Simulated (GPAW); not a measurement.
# Cl/Pt(100): work function by functional and basis, part 2 of 4

Wanted: work functions and dipole of Cl/Pt(100), with the cost of each level.

GPAW 26.7.0; GPAW, PAW setups; slab in vacuum, relaxation (the session's first sound run).

So far, upper work function (eV): step 2 (relaxing the atoms) 5.99.

## Step 3: Plane waves, PBE

The work function is the vacuum plateau of the electrostatic potential less the Fermi level; a dipole layer lets the two faces have plateaus of their own.

This step: GPAW, PAW setups; slab in vacuum (GPAW 26.7.0).

The input, run.py:

```python
import json
import numpy as np
from ase import Atoms
from gpaw import GPAW, PW

slab = Atoms(
    ['Pt', 'Pt', 'Pt', 'Pt', 'Cl'],
    positions=[
        [1.38593, 1.38593, 9.00000],
        [0.00000, 0.00000, 10.96000],
        [1.38593, 1.38593, 12.96317],
        [-0.00000, 0.00000, 14.96099],
        [1.38593, 1.38593, 17.02843]],
    cell=[[2.77186, 0.0, 0.0], [0.0, 2.77186, 0.0], [0.0, 0.0, 25.43029]],
    pbc=[True, True, False])

slab.calc = GPAW(mode=PW(400), xc='PBE', kpts={'size': (11, 11, 1), 'gamma': True},
                 occupations={'name': 'fermi-dirac', 'width': 0.1}, nbands='160%',
                 convergence={'density': 1e-05}, maxiter=200,
                 poissonsolver={'dipolelayer': 'xy'},
                 symmetry={'tolerance': 1e-3}, txt='slab.txt')
result = {}
energy = slab.get_potential_energy()
fermi = slab.calc.get_fermi_level()
v = slab.calc.get_electrostatic_potential().mean((0, 1)) - fermi
n = slab.calc.get_pseudo_density().mean((0, 1))
L = slab.cell[2, 2]
z = np.arange(len(v)) * L / len(v)
low, high = slab.positions[:, 2].min(), slab.positions[:, 2].max()
below, above = np.interp([low - 6.8, high + 6.8], z, v)
slopes = [np.interp(x, z, np.gradient(v, z)) for x in (low - 6.8, high + 6.8)]
eps = np.array([[slab.calc.get_eigenvalues(k, s) for k in range(len(slab.calc.get_ibz_k_points()))]
                for s in range(slab.calc.get_number_of_spins())]) - fermi
top, bottom = eps[eps < 0].max(), eps[eps > 0].min()
dipole = slab.get_dipole_moment()[2]
print(f'energy {energy:.4f} eV, Fermi level {fermi:.4f} eV, dipole {dipole:.5f} e A')
print(f'potential 6.8 A off the faces, from the Fermi level: lower {below:.4f} eV, upper {above:.4f} eV')
print(f'slope of the potential there: lower {slopes[0]:.5f}, upper {slopes[1]:.5f} eV/A')
print(f'nearest levels on the mesh: {top:.4f} and {bottom:.4f} eV')
print('magnetic moment', round(slab.get_magnetic_moment(), 3))
result.update(energy=energy, fermi=fermi, dipole=dipole, below=below, above=above, slopes=slopes, edges=[top, bottom],
              z=z.tolist(), v=v.tolist(), n=n.tolist(), positions=slab.positions.tolist(),
              forces=slab.get_forces(apply_constraint=False).tolist(), moments=slab.get_magnetic_moments().tolist())
json.dump(result, open('result.json', 'w'))
```

Started as:

```bash
OMP_NUM_THREADS=1 OPENBLAS_NUM_THREADS=1 python run.py
```

Log:

```text
energy -25.4647 eV, Fermi level 0.7130 eV, dipole -0.01502 e A
potential 6.8 A off the faces, from the Fermi level: lower 5.6385 eV, upper 5.9944 eV
slope of the potential there: lower -0.00002, upper 0.00010 eV/A
nearest levels on the mesh: -0.0079 and 0.0091 eV
magnetic moment 0.0
```

It took 2.7 min on 1 thread of Arm Neoverse V1, shared host; peak memory 0.25 GiB.

Numbers from this step:

- dipole along the normal: -0.01502 e·Å
- levels nearest the Fermi level on the mesh: -0.007877, 0.009061 eV from the Fermi level

The electrostatic potential energy of an electron (without an applied field's), less the Fermi level, planar mean by z:

```
z (Å)  electrostatic potential energy of an electron (without an applied field's), less the Fermi level, planar mean (eV)
  0.0                                                                                                                5.82
  0.5                                                                                                                5.64
  1.0                                                                                                                5.64
  1.5                                                                                                                5.64
  2.0                                                                                                                5.64
  2.5                                                                                                                5.64
  3.0                                                                                                                5.64
  3.5                                                                                                                5.64
  4.0                                                                                                                5.64
  4.5                                                                                                                5.64
  5.0                                                                                                                5.64
  5.5                                                                                                                5.63
  6.0                                                                                                                5.62
  6.5                                                                                                                5.58
  7.0                                                                                                                5.40
  7.5                                                                                                                4.66
  8.0                                                                                                                1.53
  8.5                                                                                                               -9.86
  9.0                                                                                                               -22.4
  9.5                                                                                                               -10.6
 10.0                                                                                                               -2.64
 10.5                                                                                                               -12.2
 11.0                                                                                                               -22.7
 11.5                                                                                                               -9.73
 12.0                                                                                                               -2.42
 12.5                                                                                                               -12.1
 13.0                                                                                                               -22.7
 13.5                                                                                                               -9.80
 14.0                                                                                                               -2.24
 14.5                                                                                                               -11.9
 15.0                                                                                                               -22.3
 15.5                                                                                                               -9.37
 16.0                                                                                                              0.0595
 16.5                                                                                                               -4.47
 17.0                                                                                                               -20.8
 17.5                                                                                                               -5.26
 18.0                                                                                                                3.84
 18.5                                                                                                                5.60
 19.0                                                                                                                5.92
 19.5                                                                                                                5.98
 20.0                                                                                                                5.99
 20.5                                                                                                                5.99
 21.0                                                                                                                5.99
 21.5                                                                                                                5.99
 22.0                                                                                                                5.99
 22.5                                                                                                                5.99
 23.0                                                                                                                5.99
 23.5                                                                                                                5.99
 24.0                                                                                                                5.99
 24.5                                                                                                                5.99
 25.0                                                                                                                5.99
```

The pseudo valence density, planar mean oscillates, so the rows of the table below give means over windows of 2.01 Å about each position, cut where the curve ends. Its maxima inside the range that stand out by 2 % of the span (Å: e/Å³): 8.9: 2.00, 11.0: 2.08, 12.9: 2.10, 15.0: 2.04, 16.7: 0.609. Its minima: 10.0: 0.428, 11.9: 0.413, 14.0: 0.406, 16.1: 0.289.

Pseudo valence density, planar mean against z; means over each step:

z (Å), pseudo valence density, planar mean (e/Å³) and a bar:
```
     5.02       0.00 
     7.03       0.04 #
     9.04       1.02 #############################
    11.05       1.04 ##############################
    13.06       1.04 ##############################
    15.07       1.01 #############################
    17.08       0.44 #############
    19.09       0.02 
    21.10       0.00
```

Force by atom:

```
atom  x (eV/Å)  y (eV/Å)  z (eV/Å)    size
 Pt1    0.0000    0.0000   -0.0494  0.0494
 Pt2    0.0000    0.0000    0.0666  0.0666
 Pt3    0.0000    0.0000   -0.0281  0.0281
 Pt4    0.0000    0.0000   -0.0063  0.0063
 Cl5    0.0000    0.0000    0.0174  0.0174
```

The potential is flat to 9.6e-5 eV/Å where it is read, so the vacuum is wide enough.

## Step 4: OptPBE vdW: xc = "optPBE-vdW"

The same geometry under optPBE-vdW, to see how far the functional moves the levels against the vacuum (the van der Waals functionals take revPBE setups).

Edit run.py of step 3 so:

```diff
@@ -16,3 +16,3 @@
 
-slab.calc = GPAW(mode=PW(400), xc='PBE', kpts={'size': (11, 11, 1), 'gamma': True},
+slab.calc = GPAW(mode=PW(400), xc='optPBE-vdW', kpts={'size': (11, 11, 1), 'gamma': True},
                  occupations={'name': 'fermi-dirac', 'width': 0.1}, nbands='160%',
```

Log:

```text
energy -96.3781 eV, Fermi level 0.5729 eV, dipole -0.01904 e A
potential 6.8 A off the faces, from the Fermi level: lower 5.7980 eV, upper 6.2486 eV
slope of the potential there: lower -0.00002, upper 0.00010 eV/A
nearest levels on the mesh: -0.0155 and 0.0205 eV
magnetic moment 0.0
```

Elapsed: 2.4 min, on 1 thread; peak memory 0.37 GiB.

This step gave:

```
dipole along the normal                    : -0.01904 e·Å
levels nearest the Fermi level on the mesh : -0.01554, 0.02053 eV from the Fermi level
upper work function                        : 6.249 eV
lower work function                        : 5.798 eV
```

The electrostatic potential energy of an electron (without an applied field's), less the Fermi level, planar mean oscillates, so the rows of the table below give means over windows of 2.01 Å about each position, cut where the curve ends. Its maxima inside the range that stand out by 2 % of the span (Å: eV): 10.0: -2.57, 12.0: -2.34, 14.0: -2.20, 16.1: 0.356. Its minima: 9.0: -22.4, 10.9: -22.6, 12.9: -22.7, 14.9: -22.5, 17.1: -21.0.

Table of electrostatic potential energy of an electron (without an applied field's), less the Fermi level, planar mean by z; means over each step:

```
z (Å)  electrostatic potential energy of an electron (without an applied field's), less the Fermi level, planar mean (eV)
 1.00                                                                                                                5.82
 3.01                                                                                                                5.80
 5.02                                                                                                                5.79
 7.03                                                                                                                4.94
 9.04                                                                                                               -10.9
11.05                                                                                                               -11.7
13.06                                                                                                               -11.7
15.07                                                                                                               -11.1
17.08                                                                                                               -6.82
19.09                                                                                                                5.99
21.10                                                                                                                6.25
23.11                                                                                                                6.25
25.12                                                                                                                6.23
```

Table of pseudo valence density, planar mean by z:

z (Å), pseudo valence density, planar mean (e/Å³) and a bar:
```
      5.0       0.00 
      5.5       0.00 
      6.0       0.00 
      6.5       0.00 
      7.0       0.01 
      7.5       0.05 #
      8.0       0.20 ###
      8.5       0.81 ############
      9.0       1.99 #############################
      9.5       0.86 #############
     10.0       0.43 ######
     10.5       0.97 ##############
     11.0       2.07 ##############################
     11.5       0.77 ###########
     12.0       0.41 ######
     12.5       0.92 #############
     13.0       2.01 #############################
     13.5       0.78 ###########
     14.0       0.41 ######
     14.5       0.97 ##############
     15.0       2.03 #############################
     15.5       0.72 ##########
     16.0       0.29 ####
     16.5       0.50 #######
     17.0       0.56 ########
     17.5       0.49 #######
     18.0       0.14 ##
     18.5       0.03 
     19.0       0.01 
     19.5       0.00 
     20.0       0.00 
     20.5       0.00
```

Force by atom:

```
atom  x (eV/Å)  y (eV/Å)  z (eV/Å)   size
 Pt1     0.000     0.000    -0.619  0.619
 Pt2     0.000     0.000     0.119  0.119
 Pt3     0.000     0.000    -0.032  0.032
 Pt4     0.000     0.000     0.239  0.239
 Cl5     0.000     0.000     0.293  0.293
```

The upper face's work function is 6.249 eV, against 5.994 eV in the first plane-wave PBE run at this geometry.

(Continued in part 3 of 4.)

[Logs are printed without paths, hosts, clocks, repeated set-up lines and the standing remarks that a program may print on its own settings, such as how far it seeks lower states.]

[Hosts, paths, dates, database ids (printed as entryN), source tags and the programs' standing remarks are cut or masked in the printed files.]
